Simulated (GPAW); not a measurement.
# Near-edge structure at the Ti K edge of TiB2 (P6/mmm), part 2 of 4

How does the Ti K edge of TiB2 (P6/mmm) move when the bonds are compressed or stretched?

GPAW 26.7.0; X-ray absorption from dipole matrix elements to empty bands, plane-wave PAW PBE.

So far. Step 2 (Ground state of the crystal): The mesh shows no gap, so the system is treated as a metal and the core electron is put at the Fermi level (neutral cell).

### Step 4. Spectrum with XCH, Ti atom 1

The holes are 5.2 Å apart. In GPAW the data set carries the hole's charge, so charge=0 means a charged cell and charge=-1 a neutral one. The excited electron is kept in the cell, where it fills the lowest empty states and screens the hole. After the field has converged, empty bands are computed with the density fixed and the dipole matrix elements are summed.

The absorber has 12 B at 2.38 Å (12-fold, site symmetry 6/mmm).

xas.py reads:

```python
import numpy as np
from ase import Atoms
from ase.parallel import parprint, paropen
from gpaw import GPAW, PW, FermiDirac, Mixer, MixerDif, setup_paths
from gpaw.test import gen
setup_paths.insert(0, '.')
gen('Ti', name='fch1s', xcname='PBE', corehole=(1, 0, 1), write_xml=True)
from gpaw.mpi import world
world.barrier()

atoms = Atoms('Ti6B12',
    cell=[[0, 5.24672831, 0],
     [-4.5438, -2.62336415, 0],
     [0, 0, 6.4568]],
    scaled_positions=[[0, 0, 0],
     [0.33333333, 0.66666667, 0],
     [0, 0, 0.5],
     [0.66666667, 0.33333333, 0],
     [0.33333333, 0.66666667, 0.5],
     [0.66666667, 0.33333333, 0.5],
     [0, 0.66666667, 0.25],
     [0.33333333, 0.33333333, 0.25],
     [0, 0.66666667, 0.75],
     [0.66666667, 0, 0.25],
     [0.33333333, 0.33333333, 0.75],
     [0.66666667, 0, 0.75],
     [0.33333333, 0, 0.25],
     [0.66666667, 0.66666667, 0.25],
     [0.33333333, 0, 0.75],
     [0, 0.33333333, 0.25],
     [0.66666667, 0.66666667, 0.75],
     [0, 0.33333333, 0.75]],
    pbc=True)
atoms.calc = calc = GPAW(legacy_gpaw=True, mode=PW(430, force_complex_dtype=True), xc='PBE', setups={0: 'fch1s'},
    kpts={'size': (5, 5, 4), 'gamma': True}, occupations=FermiDirac(0.1),
    charge=-1, mixer=Mixer(0.1, 5, 50), maxiter=150,
    convergence={'density': 0.0001, 'eigenstates': 1e-6}, txt='scf.txt')
energy = atoms.get_potential_energy() + calc.get_reference_energy()
ef = calc.get_fermi_level()
out = dict(energy=energy, fermi=ef, forces=atoms.get_forces().tolist())
parprint(f'all-electron energy {energy:.4f} eV, Fermi level {ef:.4f} eV')
ev = np.array([[calc.get_eigenvalues(k, s) for k in range(len(calc.get_ibz_k_points()))] for s in range(calc.get_number_of_spins())])
out['homo'], out['lumo'], out['counts'] = ev[ev < ef].max(), ev[ev > ef].min(), sorted(set((ev < ef).sum((0, 2)).tolist()))
out['filled'] = (ev[:, 0] < ef).sum(1).tolist()

from ase.units import Ha
from gpaw.xas import dipole_matrix_elements
nb = int(calc.get_number_of_electrons() / 2) + 125
top, nb = nb, nb + 8 + nb // 12
nscf = calc.fixed_density(kpts={'size': (7, 7, 5), 'gamma': True}, nbands=nb,
    convergence={'bands': top, 'eigenstates': 5e-3}, maxiter=60, txt='nscf.txt')
cell = atoms.cell.array
ops = [cell.T @ U.T @ np.linalg.inv(cell.T) for U in nscf.wfs.kd.symmetry.op_scc]
E = np.arange(-6, 34, 0.1)
fwhm = np.interp(E, [4, 25], [0.94, 3.5])
Y, X, zero, highest = 0, 0, 1e9, 1e9
for spin in range(nscf.get_number_of_spins()):
    wfs = nscf.wfs
    mine = wfs.bd.get_slice()  # this rank's bands
    A = dipole_matrix_elements(wfs.setups[0])
    eps = np.zeros((wfs.kd.nibzkpts, nb))
    d = np.zeros((3, A.shape[1], wfs.kd.nibzkpts, nb), complex)
    for kpt in wfs.kpt_u:
        if kpt.s == spin and 0 in kpt.P_ani:
            eps[kpt.k, mine] = kpt.eps_n * Ha
            d[:, :, kpt.k, mine] = (kpt.weight * wfs.nspins / 2) ** 0.5 * np.inner(A, kpt.P_ani[0])
    world.sum(eps)
    world.sum(d)
    T = np.einsum('amkn,bmkn->abkn', d, d.conj()).real
    T = sum(np.einsum('ai,ijkn,bj->abkn', R, T, R) for R in ops) / len(ops)
    empty = eps > ef
    zero, highest = min(zero, eps[empty].min()), min(highest, eps[:, top - 1].min())
    lines = [(eps, T, empty)] if spin == 0 else lines + [(eps, T, empty)]
for eps, T, empty in lines:
    f = np.einsum('aakn->akn', T).reshape(3, -1)
    x = eps.ravel() - zero
    w = np.interp(x, E, fwhm) / 2.35482
    g = np.exp(-0.5 * ((E[:, None] - x) / w) ** 2) / (w * (2 * np.pi) ** 0.5)
    Y = Y + (f * empty.ravel()) @ g.T
    X = X + (f * ~empty.ravel()) @ g.T
out.update(E=E.round(2).tolist(), xas=Y.tolist(), xes=X.tolist(), zero=zero, valid=highest - zero, nk=len(eps), nb=nb)
for i in range(0, len(E), 10):
    parprint(f'{E[i]:7.2f}', *(f'{v:10.3e}' for v in Y[:, i]))
import json
with paropen('out.json', 'w') as f:
    json.dump(out, f)
```

The run is started by

```bash
> OMP_NUM_THREADS=1 mpirun -n 4 gpaw python xas.py
```

Numbers of over 12 decimals in the logs are rounded to 6 here.

Log:

```text
Input parameters:
  charge: -1
  convergence: {density: 0.0001,
                eigenstates: 1e-06}
  kpts: {gamma: True,
         size: (5, 5, 4)}
  maxiter: 150
  mixer: {backend: pulay,
          beta: 0.1,
          method: separate,
          nmaxold: 5,
          weight: 50}
  mode: {ecut: 430.0,
         force_complex_dtype: True,
         name: pw}
  occupations: {fixmagmom: False,
                name: fermi-dirac,
                width: 0.1}
  setups: {0: fch1s}
  xc: PBE

Initialize ...

[... PAW data sets ...]

Reference energy: -142382.372652  # eV

Spin-paired calculation

[... convergence settings ...]
Symmetries present (total): 8
  [... symmetry matrices ...]

100 k-points: 5 x 5 x 4 Monkhorst-Pack grid + [0.000000,0.000000,1/8]
27 k-points in the irreducible part of the Brillouin zone
       k-points in crystal coordinates                weights
   0:     0.00000000    0.00000000    0.00000000          1/100
   1:     0.00000000    0.00000000    0.25000000          2/100
   2:     0.00000000    0.00000000    0.50000000          1/100
   3:     0.20000000   -0.40000000    0.00000000          2/100
   4:     0.20000000   -0.40000000    0.25000000          4/100
   5:     0.20000000   -0.40000000    0.50000000          2/100
   6:     0.20000000   -0.20000000    0.00000000          4/100
   7:     0.20000000   -0.20000000    0.25000000          8/100
   8:     0.20000000   -0.20000000    0.50000000          4/100
   9:     0.20000000    0.00000000    0.00000000          2/100
          ...
  26:     0.40000000    0.40000000    0.50000000          4/100

Wave functions: Plane wave expansion
  Cutoff energy: 430.000 eV
  Number of coefficients (min, max): 3087, 3142
  Pulay-stress correction: 0.000000 eV/Ang^3 (de/decut=0.000000)
  Using FFTW library
  Wavefunction extrapolation:
    Improved wavefunction reuse through dual PAW basis

Occupation numbers: Fermi-Dirac:
  width: 0.1000  # eV

Eigensolver
   Davidson(niter=2)

Densities:
  Coarse grid: 27*27*32 grid
  Fine grid: 54*54*64 grid
  Total Charge: 0.000000

Density mixing:
  Method: separate
  Backend: pulay
  Linear mixing parameter: 0.1
  old densities: 5
  Width of damping distribution: 1.1
  Damping of long wavelength oscillations: 50

[... Hamiltonian set-up ...]
Number of atoms: 18
Number of atomic orbitals: 126
Number of bands in calculation: 70
Number of valence electrons: 109
Bands to converge: occupied

... initialized

Initializing position-dependent things.

Density initialized from atomic densities
Creating initial wave functions:
  70 bands from LCAO basis set

                  B
         B   B   B
              Ti
       B   B
        Ti      TiB
         B       B
             BTi
       B   B
        Ti      Ti

Atomic positions and initial magnetic moments

Positions:
   0 Ti     0.000000    0.000000    0.000000    ( 0.0000,  0.0000,  0.0000)
   1 Ti    -3.029200   -0.000000    0.000000    ( 0.0000,  0.0000,  0.0000)
   2 Ti     0.000000    0.000000    3.228400    ( 0.0000,  0.0000,  0.0000)
   3 Ti    -1.514600    2.623364    0.000000    ( 0.0000,  0.0000,  0.0000)
   4 Ti    -3.029200   -0.000000    3.228400    ( 0.0000,  0.0000,  0.0000)
   5 Ti    -1.514600    2.623364    3.228400    ( 0.0000,  0.0000,  0.0000)
   6 B     -3.029200   -1.748909    1.614200    ( 0.0000,  0.0000,  0.0000)
[...]
15 B     -1.514600   -0.874455    1.614200    ( 0.0000,  0.0000,  0.0000)
  16 B     -3.029200    1.748909    4.842600    ( 0.0000,  0.0000,  0.0000)
  17 B     -1.514600   -0.874455    4.842600    ( 0.0000,  0.0000,  0.0000)

Unit cell:
           periodic     x           y           z      points  spacing
  1. axis:    yes    0.000000    5.246728    0.000000    27     0.1683
  2. axis:    yes   -4.543800   -2.623364    0.000000    27     0.1683
  3. axis:    yes    0.000000    0.000000    6.456800    32     0.2018

  Lengths:   5.246728   5.246728   6.456800
  Angles:   90.000000  90.000000 120.000000

Effective grid spacing dv^(1/3) = 0.1876

iter:   1  -177.597530
iter:   2  -159.516105   +0.01  -0.93
iter:   3  -154.268409   -0.59  -1.12
iter:   4  -156.583517   +0.15  -1.23
iter:   5  -152.207417   -0.59  -1.31
iter:   6  -152.420944   -1.10  -1.50
iter:   7  -153.577813   -0.48  -1.50
iter:   8  -153.619139   -0.89  -1.49
iter:   9  -152.112270   -1.92  -1.46
iter:  10  -151.419198   -1.43  -1.59
iter:  11  -151.090483   -1.28  -1.75
iter:  12  -151.032506   -1.21  -2.02
iter:  13  -151.067217   -1.83  -2.67
iter:  14  -151.068492c  -2.67  -2.89
iter:  15  -151.070534c  -3.25  -3.06
iter:  16  -151.069713c  -4.29  -2.92
iter:  17  -151.069513c  -3.10  -2.99
iter:  18  -151.068622c  -4.13  -3.20
iter:  19  -151.068674c  -4.69  -3.37
iter:  20  -151.068448c  -4.32  -3.47
iter:  21  -151.068445c  -5.19  -4.12c
iter:  22  -151.068450c  -5.96  -4.20c
iter:  23  -151.068448c  -5.94  -4.27c
iter:  24  -151.068457c  -5.62  -4.29c
iter:  25  -151.068455c  -6.55c -4.36c

Converged after 25 iterations.

Dipole moment: (0.000000, 0.000000, -0.000000) |e|*Ang

Energy contributions relative to reference atoms: (reference = -142382.372652)

Kinetic:       +134.724349
Potential:     -123.652304
External:        +0.000000
XC:            -161.906862
Entropy (-ST):   -0.109276
Local:           -0.178999
SIC:             +0.000000
--------------------------
Free energy:   -151.123093
Extrapolated:  -151.068455

Showing only first 2 kpts
 Kpt  Band  Eigenvalues  Occupancy
  0    52     10.83816    1.99849
  0    53     11.09322    1.98080
  0    54     11.09322    1.98080
  0    55     11.61026    0.73911

  1    52     10.48329    1.99996
  1    53     11.27479    1.88755
  1    54     11.27479    1.88755
[...]
Fermi level: 11.55685

No gap
No difference between direct/indirect transitions

Forces in eV/Ang:
  0 Ti    0.00000    0.00000    0.00000
  1 Ti   -0.00000    0.00000    0.00000
  2 Ti    0.00000    0.00000    0.00000
  3 Ti    0.00000   -0.00000    0.00000
  4 Ti   -0.00000    0.00000    0.00000
  5 Ti    0.00000   -0.00000    0.00000
  6 B    -0.08633   -0.04984   -0.12131
[...]
15 B     0.08633    0.04984   -0.12131
 16 B    -0.08634    0.04984    0.12131
 17 B     0.08633    0.04984    0.12131
Scalar-relativistic atomic PBE calculation for Ti (Titanium, Z=22)
Core hole in 1s state (1s occupation: 1.0)
600 radial gridpoints.
|------------------------------------------------|
|------------------------------------------------|
[... the atom generator's iteration count ...]

Energy contributions:
-------------------------
Kinetic:     +674.447474
XC:           -35.419629
Potential:  -1308.910167
-------------------------
Total:       -669.882321

state      eigenvalue         ekin         rmax
-----------------------------------------------
1s^1.0 :  -188.328446   241.595575        0.045
2s^2.0 :   -22.066272    44.136720        0.261
2p^6.0 :   -19.008306    43.727640        0.209
3s^2.0 :    -2.998602     9.442615        0.829
3p^6.0 :    -2.109826     8.339293        0.841
3d^2.0 :    -0.656112     5.317940        0.856
4s^2.0 :    -0.453889     1.327875        2.530
4p^0.0 :    -0.294989     0.947178        2.971
-----------------------------------------------
(units: Bohr and Hartree)

Generating PAW setup
Kinetic energy of the core from tauc = 595.323382
Cutoffs:
rc(s)=2.400
rc(p)=2.000
rc(d)=2.000
rc(vbar)=1.800
rc(comp)=2.300
rc(nct)=2.400

Kinetic energy of the core states: 592.234858
Charge: 1.0
Core electrons: 9.0
Valence electrons: 12.0
Pseudo-core charge: 0.000000
Shape function alpha=1.890
Pseudo-electron charge 5.313599
state    eigenvalue         norm
--------------------------------
3s(2) :    -2.998602     0.216592
4s(2) :    -0.453889     1.019903
3p(6) :    -2.109826     0.333325
4p(0) :    -0.294989     0.968752
3d(2) :    -0.656112     0.420330
*d    :     0.343888
--------------------------------

Diagonalizing with gridspacing h=0.050

state   all-electron     PAW
-------------------------------
3s:      -2.998602    -2.998884
3p:      -2.109826    -2.110472
3d:      -0.656112    -0.656704
*f:                   -0.028297
-------------------------------
all-electron energy -142533.4411 eV, Fermi level 11.5568 eV
[...]
31.00  3.963e-07  3.963e-07  2.975e-07
  32.00  3.594e-07  3.594e-07  3.079e-07
  33.00  3.449e-07  3.449e-07  3.057e-07
```

The job ended after 4.2 min (4 MPI ranks of Arm Neoverse V1, shared host; peak memory 0.58 GiB; 17 min of CPU time).

The Ti K spectrum, Ti atom 1, excited-electron core hole (neutral cell) (energy from the lowest empty level; intensity scaled to a mean of 1 over the first 20 eV; polarised curves are means over the symmetry-equivalent atoms):

| E (eV) | isotropic | ε ⊥ c | ε ∥ c |
| --- | --- | --- | --- |
| -2.0 | 0.00 | 0.00 | 0.00 |
| -1.5 | 0.00 | 0.00 | 0.00 |
| -1.0 | 0.00 | 0.00 | 0.00 |
| -0.5 | 0.00 | 0.00 | 0.00 |
| 0.0 | 0.02 | 0.02 | 0.03 |
| 0.5 | 0.06 | 0.05 | 0.07 |
| 1.0 | 0.10 | 0.08 | 0.14 |
| 1.5 | 0.14 | 0.12 | 0.19 |
| 2.0 | 0.18 | 0.16 | 0.24 |
| 2.5 | 0.22 | 0.19 | 0.28 |
| 3.0 | 0.24 | 0.16 | 0.39 |
| 3.5 | 0.29 | 0.09 | 0.68 |
| 4.0 | 0.31 | 0.09 | 0.74 |
| 4.5 | 0.29 | 0.20 | 0.46 |
| 5.0 | 0.36 | 0.39 | 0.28 |
| 5.5 | 0.46 | 0.57 | 0.24 |
| 6.0 | 0.50 | 0.61 | 0.28 |
| 6.5 | 0.49 | 0.53 | 0.40 |
| 7.0 | 0.53 | 0.49 | 0.61 |
| 7.5 | 0.66 | 0.55 | 0.86 |
| 8.0 | 0.81 | 0.73 | 0.98 |
| 8.5 | 0.95 | 1.01 | 0.84 |
| 9.0 | 1.04 | 1.25 | 0.63 |
| 9.5 | 1.04 | 1.30 | 0.51 |
| 10.0 | 0.97 | 1.21 | 0.49 |
| 10.5 | 0.92 | 1.11 | 0.52 |
| 11.0 | 0.89 | 1.03 | 0.59 |
| 11.5 | 0.90 | 0.98 | 0.72 |
| 12.0 | 0.98 | 1.00 | 0.93 |
| 12.5 | 1.14 | 1.12 | 1.17 |
| 13.0 | 1.36 | 1.34 | 1.39 |
| 13.5 | 1.58 | 1.61 | 1.52 |
| 14.0 | 1.77 | 1.86 | 1.60 |
| 14.5 | 1.93 | 2.06 | 1.68 |
| 15.0 | 2.07 | 2.21 | 1.81 |
| 15.5 | 2.21 | 2.32 | 1.97 |
| 16.0 | 2.31 | 2.40 | 2.14 |
| 16.5 | 2.35 | 2.39 | 2.27 |
| 17.0 | 2.26 | 2.24 | 2.31 |
| 17.5 | 2.05 | 1.94 | 2.27 |
| 18.0 | 1.74 | 1.55 | 2.13 |
| 18.5 | 1.41 | 1.16 | 1.91 |
| 19.0 | 1.11 | 0.84 | 1.65 |
| 19.5 | 0.88 | 0.61 | 1.42 |
| 20.0 | 0.76 | 0.49 | 1.28 |
| 20.5 | 0.73 | 0.46 | 1.27 |
| 21.0 | 0.78 | 0.50 | 1.35 |
| 21.5 | 0.87 | 0.57 | 1.46 |
| 22.0 | 0.96 | 0.66 | 1.56 |
| 22.5 | 1.03 | 0.75 | 1.60 |
| 23.0 | 1.08 | 0.83 | 1.58 |
| 23.5 | 1.10 | 0.90 | 1.51 |
| 24.0 | 1.12 | 0.97 | 1.41 |
| 24.5 | 1.13 | 1.05 | 1.30 |
| 25.0 | 1.15 | 1.12 | 1.19 |
| 25.5 | 1.16 | 1.19 | 1.08 |
| 26.0 | 1.17 | 1.26 | 0.99 |
| 26.5 | 1.17 | 1.30 | 0.90 |
| 27.0 | 1.16 | 1.32 | 0.83 |
| 27.5 | 1.13 | 1.31 | 0.77 |
| 28.0 | 1.09 | 1.28 | 0.72 |
| 28.5 | 1.05 | 1.22 | 0.69 |
| 29.0 | 0.99 | 1.16 | 0.66 |
| 29.5 | 0.94 | 1.08 | 0.65 |
| 30.0 | 0.89 | 1.01 | 0.65 |
| 30.5 | 0.84 | 0.94 | 0.65 |
| 31.0 | 0.81 | 0.88 | 0.66 |
| 31.5 | 0.78 | 0.84 | 0.68 |
| 32.0 | 0.76 | 0.80 | 0.69 |

Main maxima below 30 eV (height): 9.2 eV (1.05), 16.4 eV (2.35) and 26.3 eV (1.17). A K edge sees empty p states. The first eV above the zero hold little dipole weight, as the lowest empty bands are of d character; the main edge, of 4p character, rises through 0.6 near 7 eV above the zero.

The total-energy difference is 4983.51 eV. One term is added: -22.82 eV, since the hole is spin-paired here and a spin-polarised one costs that much less in the free atom (computed apart). The photon energy is then 4960.69 eV. The tabulated edge of the element is 4966 eV. The functional leaves an error of a few eV in such absolute values.

### Step 5. Reference energy of the supercell

The cell changes for the next run, so it gets a reference energy of its own.

The cell differs from the one that the last finished run ended in (a 5.247 → 5.140 Å, b 5.247 → 5.140 Å, c 6.457 → 6.325 Å).

scf.py reads:

```python
import numpy as np
from ase import Atoms
from ase.parallel import parprint, paropen
from gpaw import GPAW, PW, FermiDirac, Mixer, MixerDif, setup_paths
from gpaw.test import gen
setup_paths.insert(0, '.')
gen('Ti', name='nch1s', xcname='PBE', corehole=(1, 0, 0), write_xml=True)
from gpaw.mpi import world
world.barrier()

atoms = Atoms('Ti6B12',
    cell=[[0, 5.13962216, 0],
     [-4.45104336, -2.56981108, 0],
     [0, 0, 6.32499159]],
    scaled_positions=[[0, 0, 0],
     [0.33333333, 0.66666667, 0],
     [0, 0, 0.5],
     [0.66666667, 0.33333333, 0],
     [0.33333333, 0.66666667, 0.5],
     [0.66666667, 0.33333333, 0.5],
     [0, 0.66666667, 0.25],
     [0.33333333, 0.33333333, 0.25],
     [0, 0.66666667, 0.75],
     [0.66666667, 0, 0.25],
     [0.33333333, 0.33333333, 0.75],
     [0.66666667, 0, 0.75],
     [0.33333333, 0, 0.25],
     [0.66666667, 0.66666667, 0.25],
     [0.33333333, 0, 0.75],
     [0, 0.33333333, 0.25],
     [0.66666667, 0.66666667, 0.75],
     [0, 0.33333333, 0.75]],
    pbc=True)
atoms.calc = calc = GPAW(legacy_gpaw=True, mode=PW(430, force_complex_dtype=True), xc='PBE', setups={0: 'nch1s'},
    kpts={'size': (5, 5, 4), 'gamma': True}, occupations=FermiDirac(0.1),
    charge=0, mixer=Mixer(0.1, 5, 50), maxiter=150,
    convergence={'density': 0.0001, 'eigenstates': 1e-6}, txt='scf.txt')
energy = atoms.get_potential_energy() + calc.get_reference_energy()
ef = calc.get_fermi_level()
out = dict(energy=energy, fermi=ef, forces=atoms.get_forces().tolist())
parprint(f'all-electron energy {energy:.4f} eV, Fermi level {ef:.4f} eV')
ev = np.array([[calc.get_eigenvalues(k, s) for k in range(len(calc.get_ibz_k_points()))] for s in range(calc.get_number_of_spins())])
out['homo'], out['lumo'], out['counts'] = ev[ev < ef].max(), ev[ev > ef].min(), sorted(set((ev < ef).sum((0, 2)).tolist()))
out['filled'] = (ev[:, 0] < ef).sum(1).tolist()
import json
with paropen('out.json', 'w') as f:
    json.dump(out, f)
```

The run is started by

```bash
> OMP_NUM_THREADS=1 mpirun -n 4 gpaw python scf.py
```

Log:

```text
Input parameters:
  convergence: {density: 0.0001,
                eigenstates: 1e-06}
  kpts: {gamma: True,
         size: (5, 5, 4)}
  maxiter: 150
  mixer: {backend: pulay,
          beta: 0.1,
          method: separate,
          nmaxold: 5,
          weight: 50}
  mode: {ecut: 430.0,
         force_complex_dtype: True,
         name: pw}
  occupations: {fixmagmom: False,
                name: fermi-dirac,
[...]
4s(2) :    -0.164137     0.992018
3p(6) :    -1.428160     0.433832
4p(0) :    -0.053893     0.982293
3d(2) :    -0.156485     0.588344
*d    :     0.843515
--------------------------------

Diagonalizing with gridspacing h=0.050

state   all-electron     PAW
-------------------------------
3s:      -2.301366    -2.301666
3p:      -1.428160    -1.428851
3d:      -0.156485    -0.156983
*f:                    0.063889
-------------------------------
all-electron energy -147516.3899 eV, Fermi level 12.2277 eV
[key lines of the parts left out:]
Converged after 26 iterations.
Dipole moment: (-0.000000, -0.000000, 0.000000) |e|*Ang
Free energy:   -138.474494
Fermi level: 12.22769
```

Elapsed: 75 s, on 4 MPI ranks; peak memory 0.31 GiB; 5 min of CPU time.

Reference energy: -147516.390 eV with the cores included.

(Continued in part 3 of 4.)

[Banner, clock and machine lines of the logs are left out without a mark of their own.]

[Logs are printed without paths, hosts, clocks, repeated set-up lines and the standing remarks that a program may print on its own settings, such as how far it seeks lower states.]

[Hosts, paths, dates, database ids (printed as entryN), source tags and the programs' standing remarks are cut or masked in the printed files.]

[Lists of maxima count a maximum above −3 eV only where it reaches 4 % of the highest in the window and stands out from its surroundings by 2 % of it (1.5 % where it reaches 55 %); shoulders and weaker maxima are passed over, and of the rest the first, up to two pre-edge ones and the few strongest are named.]
